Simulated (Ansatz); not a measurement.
# Starting-point dependence of the GW gap of Li3SI (antiperovskite) (Pm-3m)

Aim: G0W0 for Li3SI (antiperovskite) (Pm-3m) on several starting functionals, at one mesh, band count and screening cutoff.

Calculated with Ansatz 0.2.0; G0W0 on several functionals, plane waves, PAW.

The structure was built from a prototype and need not be the compound's stable phase.

In doubt: masses and optical values from hybrid runs of this build are listed as unsure (step 4), which bears on the screening that GW takes from such a start.

## Step 1: Set-up

Symmetry: Pm-3m, No. 221, cubic system. The conventional cell has a = 4.737 Å, b = 4.737 Å, c = 4.737 Å, α = 90.00°, β = 90.00°, γ = 90.00°. Nearest to I lie 12 Li at 3.35 Å. S has 6 Li at 2.37 Å nearest. Nearest to Li lie 2 S at 2.37 Å and 4 I at 3.35 Å and 8 Li at 3.35 Å. It derives from I1Li3S1. Farther neighbours and most contacts between anions are not listed.

As a file:

```cif
data_structure
_symmetry_space_group_name_H-M 'P 1'
_symmetry_Int_Tables_number 1
_cell_length_a 4.7368
_cell_length_b 4.7368
_cell_length_c 4.7368
_cell_angle_alpha 90.000
_cell_angle_beta 90.000
_cell_angle_gamma 90.000
_cell_volume 106.28
loop_
_atom_site_label
_atom_site_type_symbol
_atom_site_fract_x
_atom_site_fract_y
_atom_site_fract_z
_atom_site_occupancy
I1 I 0.00000 0.00000 0.00000 1
S2 S 0.50000 0.50000 0.50000 1
Li3 Li 0.50000 0.50000 0.00000 1
Li4 Li 0.50000 0.00000 0.50000 1
Li5 Li 0.00000 0.50000 0.50000 1
```

The structure was relaxed with PBE. The structure type comes from a generator and need not be one that this composition takes. The runs that relaxed it are not among those shown. Spin-orbit coupling is left out unless a step names it. The default PAW set here is soft_2. Its files were made with PBE.

## Step 2: G0W0 on LDA

G0W0 replaces the xc potential by the self-energy, built once from these orbitals. Only a window of levels is corrected, while the sums run over the empty bands that the input names.

This step: G0W0 on LDA, plane waves, PAW.

input.yaml

```yaml
crystal:
  lattice:
    - [4.7368166536, 0.0, 0.0]
    - [0.0, 4.7368166536, 0.0]
    - [0.0, 0.0, 4.7368166536]
  atoms:
    - { symbol: I, position: [0.0, 0.0, 0.0] }
    - { symbol: S, position: [0.5, 0.5, 0.5] }
    - { symbol: Li, position: [0.5, 0.5, 0.0] }
    - { symbol: Li, position: [0.5, 0.0, 0.5] }
    - { symbol: Li, position: [0.0, 0.5, 0.5] }
kpoints:
  mp_grid: { grid: [4, 4, 4] }
hamiltonian:
  xc: lda
scf:
  occupations: { method: fixed }
gw:
  n_empty_bands: 317
  ecut_chi: 120.0
  qp_bands: [v2, c2]
  qp_kpoints: band_edges
  screening: { model: contour_deformation }
```

The run is started by

```sh
> ansatz run input.yaml --threads 4 --pin off --max-ram 17510MiB --backend cpu --events-out ev --progress --plain --runs-dir out
```

Numbers of over 12 decimals in the logs are rounded to 6 here.

Output:

```text
Engine: ansatz 0.2.0, aarch64-unknown-linux-gnu
Pseudopotentials: kind: paw
Pseudopotential: I, paw, valence charge 17, recommended cutoff 420 eV (normal), I.paw.azcp
Pseudopotential: S, paw, valence charge 6, recommended cutoff 420 eV (normal), S.paw.azcp
Pseudopotential: Li, paw, valence charge 3, recommended cutoff 420 eV (normal), Li.paw.azcp
Functional definition: SPW92
  exchange = slater_x
  correlation = pw_c
Crystal: 5 atoms, lattice volume = 106.282 Å³
Basis set: ecut = 420 eV, 2103 PW (Γ)
Bands: 21, of which v1, the nominal top of the filled ones, is band 16 counted from 1 (15 counted from 0)
Symmetry: 48 space group operations
Space group: Pm-3m (ITA 221), of the structure as read, at distance tolerance 4.7e-5 Å
k-points: 10 of 64
Non-local potential: I, projectors of the file, l = 0: 2, l = 1: 2, l = 2: 2, l = 3: 2
Non-local potential: S, projectors of the file, l = 0: 2, l = 1: 2, l = 2: 2
Non-local potential: Li, projectors of the file, l = 0: 3, l = 1: 2, l = 2: 1
PAW form: soft (Blöchl's): semilocal exchange-correlation on the pseudo side does not see the compensation charge
PAW frozen core: I, regenerated for the run's functional, and the local potential with it (the file was generated under x = pbe(κ = 0.804, μ = 0.219515), c = pbe(β = 0.066725))
PAW frozen core: S, regenerated for the run's functional, and the local potential with it (the file was generated under x = pbe(κ = 0.804, μ = 0.219515), c = pbe(β = 0.066725))
PAW one-centre angular grid: I, 590 points (default); XC on 64 Gauss nodes
PAW one-centre angular grid: S, 110 points (default); XC on 64 Gauss nodes
PAW one-centre angular grid: Li, 110 points (default); XC on 64 Gauss nodes
Initial density: superposition of atomic densities (neutral atoms: chi_scale 0, normalization atom), corrected by the library's trained network
Initial wavefunctions: pseudopotential atomic-orbital guess
Functional: x = slater, c = lda
SCF iter   1: F=—  HF=-8836.629349 eV  |F-HF|=—  |Δ(HF+E_count)|=         —  Δρ=4.88e-3  dr2=1.32e-2  ethr=1.77e-3  ⟨swp⟩=5.2  Hψ=959  notcnv=0  defer=25
preconditioner: auto → Resta (q_TF=auto, 2.234 Å⁻¹)  ε∞=3.3  [insulator: Δε(μ)=3.261 eV  Ē_g=9.512 eV  n_scr=18 (ndim 8)  ℏωp=14.4 eV  f_vac=0.000  ε∞_Penn≈3.3]
SCF iter   2: F=—  HF=-8836.615742 eV  |F-HF|=—  |Δ(HF+E_count)|=   1.36e-2  Δρ=2.48e-3  dr2=3.57e-3  ethr=4.14e-5  ⟨swp⟩=2.4  Hψ=427  notcnv=0  defer=28
SCF iter   3: F=—  HF=-8836.613081 eV  |F-HF|=—  |Δ(HF+E_count)|=   2.66e-3  Δρ=3.92e-4  dr2=1.64e-4  ethr=1.12e-5  ⟨swp⟩=2.4  Hψ=389  notcnv=0  defer=27
SCF iter   4: F=—  HF=-8836.613056 eV  |F-HF|=—  |Δ(HF+E_count)|=   2.49e-5  Δρ=1.26e-4  dr2=2.23e-5  ethr=5.13e-7  ⟨swp⟩=2.0  Hψ=330  notcnv=0  defer=27
SCF iter   5: F=—  HF=-8836.613054 eV  |F-HF|=—  |Δ(HF+E_count)|=   2.34e-6  Δρ=3.00e-5  dr2=8.22e-7  ethr=6.98e-8  ⟨swp⟩=2.4  Hψ=272  notcnv=0  defer=23
SCF iter   6: F=-8836.613054 eV  HF=-8836.613054 eV  |F-HF|=1.33e-9  |Δ(HF+E_count)|=   1.14e-7  Δρ=6.41e-6  dr2=4.45e-8  ethr=3.13e-10  ⟨swp⟩=10.4  Hψ=1069  notcnv=0
SCF 1 converged in 6 iterations: F = -8836.613054 eV  dr2 = 4.45e-8
  greatest PAW one-centre occupation: 1.000 electrons in one spin orbital (limit 2), on the Li atom at site 4 (counted from 0), in its partial waves of l = 0
NSCF: frozen V_eff on 10 k-points
G₀W₀ screening: q 1/10
[... further progress lines ...]
SCF converged after 6 iterations
Free energy (F): -8836.613054 eV
Harris-Foulkes:  -8836.613054 eV  (|F-HF|=1.33e-9)
Internal energy: -8836.613054 eV  (E = F + TS)
E sigma→0 (E₀):  -8836.613054 eV
Fermi energy:    2.807649 eV
--- Per-component energies (eV) ---
  E_band       = -668.886816
  E_kinetic    = 363.145425
  E_local      = -2648.998517  (includes V_loc(G=0)·N_el)
  E_nonlocal   = -155.265213
  E_hartree    = 1245.793511
  E_xc         = -256.318049
  E_vxc        = -259.113091  (∫ρ·V_xc dr)
  E_paw        = -5284.709293  (= ΣΔE_a)
  E_vpaw       = -460.239974  (= ΣTr[D̂ρ^β])
  E_aug_tail   = 0.000207  (compensation charges beyond the density's cutoff)
  E_ewald      = -2101.195537
  E_core_change = 0.934413  (= ΣΔE_core)
  E_smearing   = -0.000000  (= −TS)
  E_closure    = -0.000000  (closes the sum)
  Σ components = -8836.613054   (vs F -8836.613054, Δ=0.00e0)
--- Band table (eV; the first three rows and the last of 10) ---
  k-point 0: bands = [... 12 lower, 0.6688, 2.5724, 2.5724, 2.5724, 6.3109, 7.4208, 7.4208, 11.0662, ... 1 higher]
  k-point 1: bands = [... 12 lower, 0.9222, 1.9134, 2.2873, 2.2873, 7.2607, 7.5048, 8.5660, 9.7139, ... 1 higher]
  k-point 2: bands = [... 12 lower, 1.4983, 1.4983, 1.6694, 1.6694, 7.6055, 8.3454, 9.7260, 9.7260, ... 1 higher]
  k-point 9: bands = [... 12 lower, 0.6219, 1.5778, 1.5778, 1.5778, 9.3203, 9.3203, 9.3203, 9.8448, ... 1 higher]
--- G₀W₀: contour deformation, 6 samples at zero and on the imaginary axis and 1 off it, 64 q-points, 317 empty bands' worth ---
  eigenvalues of the whole cell's RPA ε∞ on this k-mesh (on a slab, of 1 + 4πα/V) = 4.0497, 4.0497, 4.0497; static W/v taken at q = 0 is 0.246932
  bands read: the sum over 333 bands ends inside a degenerate multiplet in 2 slots, whose members it reads at an even weight; the widest, k=0: bands 333 to 334 (counted from 1) at 1/2 each
  gw.qp_kpoints: band_edges: 5 of 10 stored k-points solved, in 1 pass; an edge of the gap read off the rows below is read off those points alone
    valence top: of the k-points left out ik 1 came nearest to being solved in a further pass, in band 15 (counted from 1, as in the quasiparticle table): it holds the edge there only if its correction is more favourable than any solved in that band by at least 0.494 eV; those differ by 0.056 eV
    conduction bottom: of the k-points left out ik 1 came nearest to being solved in a further pass, in band 17 (counted from 1, as in the quasiparticle table): it holds the edge there only if its correction is more favourable than any solved in that band by at least 1.142 eV; those differ by 0.071 eV
    ik  band        ε_KS         Σx   Σc(E_QP)       V_xc       Z   E_QP_lin       E_QP  E_QP is
     0    15      2.5724   -17.6352     1.8239   -14.8367  0.7683     1.5830     1.5978  root
     0    16      2.5724   -17.6352     1.8239   -14.8367  0.7683     1.5830     1.5978  root
     0    17      6.3109    -5.8479    -3.5932   -10.0857  0.8092     6.9605     6.9555  root
     0    18      7.4208    -3.9259    -3.5528    -8.0300  0.8074     7.9762     7.9721  root
     3    15      2.1456   -17.2793     1.9334   -14.3333  0.7653     1.1158     1.1330  root
     3    16      2.6534   -17.6346     1.8530   -14.7941  0.7670     1.6509     1.6660  root
     3    17      7.0025    -4.6950    -3.6115    -8.9632  0.8066     7.6647     7.6591  root
     3    18      8.4381    -5.2375    -3.8523    -9.7425  0.7957     9.0975     9.0908  root
     4    15      2.2484   -17.1815     2.0165   -14.1385  0.7614     1.2040     1.2220  root
     4    16      2.4236   -17.1444     1.8336   -14.3147  0.7672     1.4118     1.4276  root
     4    17      6.8866    -4.6916    -3.5369    -8.8813  0.8068     7.5448     7.5394  root
     4    18      8.3379    -5.1001    -3.8229    -9.5882  0.7975     9.0096     9.0031  root
     5    15      2.8076   -17.7925     1.8430   -14.9489  0.7672     1.7919     1.8071  root
     5    16      2.8076   -17.7925     1.8430   -14.9489  0.7672     1.7919     1.8071  root
     5    17      6.1083    -4.0602    -3.4459    -8.1614  0.8140     6.7687     6.7637  root
     5    18      7.6222    -4.8636    -3.6749    -9.1624  0.8041     8.2513     8.2461  root
     7    15      2.3329   -17.3642     2.0288   -14.3047  0.7614     1.2843     1.3022  root
     7    16      2.5565   -17.5624     1.8657   -14.6847  0.7671     1.5284     1.5445  root
     7    17      7.3205    -4.2862    -3.6742    -8.6758  0.8070     8.0427     8.0359  root
     7    18      7.8481    -4.2250    -3.7085    -8.6089  0.8048     8.5298     8.5235  root
```

It took 44 s on 4 threads of Arm Neoverse V2, shared host; peak memory 1.1 GiB.

The column dr2 measures how far the density is from self-consistency, as an energy; F and HF (Harris–Foulkes) agree once it is small.

This step gave:

```
bands summed                                 : 333
RPA ε∞ on this mesh (eigenvalues)            : 4.050, 4.050, 4.050
plane waves in the screening matrix          : 305
q-points in the mesh                         : 64
G0W0 gap on the mesh                         : 4.957 eV
k of the valence top                         : 0, -0.5, -0.5
k of the conduction bottom                   : 0, -0.5, -0.5
starting gap on the mesh                     : 3.301 eV
Z at the valence top                         : 0.7672
Z at the conduction bottom                   : 0.8140
least direct G0W0 gap on the computed points : 4.957 eV
```

The gap on the mesh goes from 3.30 eV to 4.96 eV, a correction of +1.66 eV. Between the two edge states, bare exchange in place of the xc potential would open the gap by 6.94 eV, and correlation takes back 5.29 eV.

## Step 3: G0W0 on PBE

One-shot GW remembers its start. Another functional's orbitals and levels show by how much.

This step: G0W0 on PBE, plane waves, PAW.

input.yaml, as its differences from that of step 2:

```diff
@@ -14,3 +14,3 @@
 hamiltonian:
-  xc: lda
+  xc: pbe
 scf:
```

Output:

```text
[...]
Crystal: 5 atoms, lattice volume = 106.282 Å³
Basis set: ecut = 420 eV, 2103 PW (Γ)
Bands: 21, of which v1, the nominal top of the filled ones, is band 16 counted from 1 (15 counted from 0)
[... 1 set-up line as in the run before ...]
[...]
k-points: 10 of 64
[...]
SCF iter   1: F=—  HF=-9035.230083 eV  |F-HF|=—  |Δ(HF+E_count)|=         —  Δρ=5.03e-4  dr2=2.27e-4  ethr=1.77e-3  ⟨swp⟩=5.4  Hψ=912  notcnv=0  defer=24
[...]
SCF iter   6: F=-9035.228906 eV  HF=-9035.228906 eV  |F-HF|=7.09e-9  |Δ(HF+E_count)|=   6.22e-8  Δρ=2.38e-6  dr2=7.42e-9  ethr=3.13e-10  ⟨swp⟩=10.0  Hψ=959  notcnv=0
SCF 1 converged in 6 iterations: F = -9035.228906 eV  dr2 = 7.42e-9
[...]
NSCF: frozen V_eff on 10 k-points
G₀W₀ screening: q 1/10
[... further progress lines ...]
SCF converged after 6 iterations
Free energy (F): -9035.228906 eV
[...]
Internal energy: -9035.228906 eV  (E = F + TS)
E sigma→0 (E₀):  -9035.228906 eV
Fermi energy:    3.020158 eV
[...]
--- Band table (eV; the first three rows and the last of 10) ---
  k-point 0: bands = [... 12 lower, 0.9294, 2.7988, 2.7988, 2.7988, 6.7466, 7.7681, 7.7681, 11.3686, ... 1 higher]
  k-point 1: bands = [... 12 lower, 1.1790, 2.1602, 2.5189, 2.5189, 7.6731, 7.8664, 8.9159, 10.0987, ... 1 higher]
  k-point 2: bands = [... 12 lower, 1.7452, 1.7452, 1.9130, 1.9130, 7.9866, 8.7365, 10.1041, 10.1041, ... 1 higher]
  k-point 9: bands = [... 12 lower, 0.8936, 1.8094, 1.8094, 1.8094, 9.7189, 9.7189, 9.7189, 10.1704, ... 1 higher]
[...]
0    15      2.7988   -17.6369     1.8577   -14.6169  0.7723     1.6159     1.6365  root
     0    16      2.7988   -17.6369     1.8577   -14.6169  0.7723     1.6159     1.6365  root
     0    17      6.7466    -5.7480    -3.5188    -9.6349  0.8130     7.1162     7.1147  root
     0    18      7.7681    -3.9169    -3.4549    -7.7036  0.8114     8.1012     8.0999  root
     3    15      2.3782   -17.2871     1.9666   -14.1116  0.7695     1.1451     1.1692  root
     3    16      2.8752   -17.6467     1.8856   -14.5992  0.7710     1.6929     1.7134  root
     3    17      7.4125    -4.6156    -3.5181    -8.5242  0.8106     7.8048     7.8029  root
     3    18      8.8018    -5.1689    -3.7477    -9.3479  0.8004     9.2358     9.2331  root
[...]
7    15      2.5591   -17.3933     2.0574   -14.1375  0.7656     1.3373     1.3608  root
     7    16      2.7750   -17.5698     1.8984   -14.4860  0.7710     1.5680     1.5896  root
     7    17      7.7352    -4.2354    -3.5751    -8.2570  0.8109     8.1842     8.1817  root
     7    18      8.2260    -4.2075    -3.6059    -8.2535  0.8088     8.6685     8.6661  root
```

Elapsed: 44 s, on 4 threads; peak memory 1.1 GiB; 2.8 min of CPU time.

Numbers from this step:

| Property | Result |
| --- | --- |
| bands summed | 333 |
| RPA ε∞ on this mesh (eigenvalues) | 3.857, 3.857, 3.857 |
| plane waves in the screening matrix | 305 |
| q-points in the mesh | 64 |
| G0W0 gap on the mesh | 5.046 eV |
| k of the valence top | 0, -0.5, -0.5 |
| k of the conduction bottom | 0, -0.5, -0.5 |
| starting gap on the mesh | 3.515 eV |
| Z at the valence top | 0.7712 |
| Z at the conduction bottom | 0.8175 |
| least direct G0W0 gap on the computed points | 5.046 eV |

Against the run with 4×4×4 mesh, 317 empty bands, screening to 120 eV on LDA, the gap moves by +0.09 eV, while the start moved by +0.21 eV.

## Step 4: G0W0 on HSE06

This step: G0W0 on HSE06, plane waves, PAW.

input.yaml, as its differences from that of step 3:

```diff
@@ -14,3 +14,3 @@
 hamiltonian:
-  xc: pbe
+  xc: hse06
 scf:
```

Output:

```text
[...]
davidson cushion auto → on  (no smearing: the cushion is to keep the highest requested band from converging to the state above it; pin scf.eigensolver.cushion to override)
Crystal: 5 atoms, lattice volume = 106.282 Å³
Basis set: ecut = 420 eV, 2103 PW (Γ)
Bands: 21, of which v1, the nominal top of the filled ones, is band 16 counted from 1 (15 counted from 0)
[... 1 set-up line as in the run before ...]
[...]
k-points: 10 of 64
[...]
3    17      7.7242    -4.4279    -3.3501    -8.0751  0.8338     8.0222     8.0213  root
     3    18      9.1578    -4.9858    -3.5366    -8.8361  0.8253     9.4725     9.4714  root
[...]
7    15      1.8246   -17.4066     1.7683   -14.8681  0.7953     1.0476     1.0544  root
     7    16      2.0696   -17.5844     1.6348   -15.1810  0.7998     1.2946     1.3011  root
     7    17      8.0706    -4.1000    -3.3926    -7.8292  0.8339     8.4083     8.4072  root
     7    18      8.5623    -4.1046    -3.4042    -7.8408  0.8323     8.8953     8.8943  root
[key lines of the parts left out:]
Free energy (F): -9040.976651 eV
Fermi energy:    2.327050 eV
```

Wall time 2.5 min (4 threads); peak memory 1.8 GiB; 8.6 min of CPU time.

Numbers from this step:

| Property | Result |
| --- | --- |
| bands summed | 333 |
| RPA ε∞ on this mesh (eigenvalues) | 3.306, 3.306, 3.306 |
| plane waves in the screening matrix | 305 |
| G0W0 gap on the mesh | 5.536 eV |
| k of the valence top | 0, -0.5, -0.5 |
| k of the conduction bottom | 0, -0.5, -0.5 |
| starting gap on the mesh | 4.484 eV |
| least direct G0W0 gap on the computed points | 5.536 eV |

Against the run with 4×4×4 mesh, 317 empty bands, screening to 120 eV on PBE, the gap moves by +0.49 eV, while the start moved by +0.97 eV.

## Step 5: Side by side

All on the 4×4×4 mesh with 317 empty bands and screening to 120 eV. Times are wall times on 4 threads of Arm Neoverse V2, shared host, good to a factor of about two.

| start | starting gap (eV) | shift (eV) | G0W0 gap (eV) | RPA ε∞ (harmonic mean) | Z (valence, conduction) | time |
| --- | --- | --- | --- | --- | --- | --- |
| LDA | 3.30 | +1.66 | 4.96 | 4.05 | 0.77, 0.81 | 44 s |
| PBE | 3.51 | +1.53 | 5.05 | 3.86 | 0.77, 0.82 | 44 s |
| HSE06 | 4.48 | +1.05 | 5.54 | 3.31 | 0.80, 0.84 | 2.5 min |

How the two edges are built up, in eV (the quasiparticle level is the starting level plus Σx plus Σc less Vxc):

| run | edge | start | Σx | Σc | Vxc | Z | QP |
| --- | --- | --- | --- | --- | --- | --- | --- |
| LDA | valence top | 2.81 | -17.79 | 1.84 | -14.95 | 0.77 | 1.81 |
| LDA | conduction bottom | 6.11 | -4.06 | -3.45 | -8.16 | 0.81 | 6.76 |
| PBE | valence top | 3.02 | -17.80 | 1.87 | -14.76 | 0.77 | 1.86 |
| PBE | conduction bottom | 6.54 | -4.02 | -3.36 | -7.75 | 0.82 | 6.90 |
| HSE06 | valence top | 2.33 | -17.79 | 1.62 | -15.42 | 0.80 | 1.57 |
| HSE06 | conduction bottom | 6.81 | -3.92 | -3.21 | -7.43 | 0.84 | 7.11 |

For a hybrid start, Vxc holds its share of exact exchange.

## Step 6: Results

```json
{
  "G0W0@LDA": "4.96 eV (start 3.30 eV)",
  "G0W0@PBE": "5.05 eV (start 3.51 eV)",
  "G0W0@HSE06": "5.54 eV (start 4.48 eV)",
  "known limits": "not at the basis limit; no spin-orbit coupling"
}
```

In words: The starting gaps span 1.18 eV and the G0W0 gaps 0.58 eV. Between LDA and HSE06, 0.58 eV of the 1.18 eV survives, 49 %. HSE06 screens less than LDA (ε∞ 3.31 against 4.05). Of the 0.58 eV by which its G0W0 gap is higher, the correlation part gives +0.46 eV, and exchange with the one-particle terms, which follow the orbitals, +0.12 eV. The smallest correction, +1.05 eV, is on HSE06, the start nearest to reproducing itself. Bands and cutoff are finite, so the gap is not at the basis limit. The miss can reach some tenths of an eV and take either sign; the mesh is an error of its own. The many-body steps are scalar-relativistic: spin-orbit coupling is not in them.

[Paths, hosts, dates, memory and timing lines, banners, echoed tables and standing remarks are left out of the program output.]

[Logs are printed without paths, hosts, clocks, repeated set-up lines and the standing remarks that a program may print on its own settings, such as how far it seeks lower states.]

[Runs of the session that timed out or met a known fault of the program may be left out.]

[Cells called generated may have been cut or substituted from an entry of the Crystallography Open Database or the Materials Project.]

[Hosts, paths, dates, database ids (printed as entryN), source tags and the programs' standing remarks are cut or masked in the printed files.]
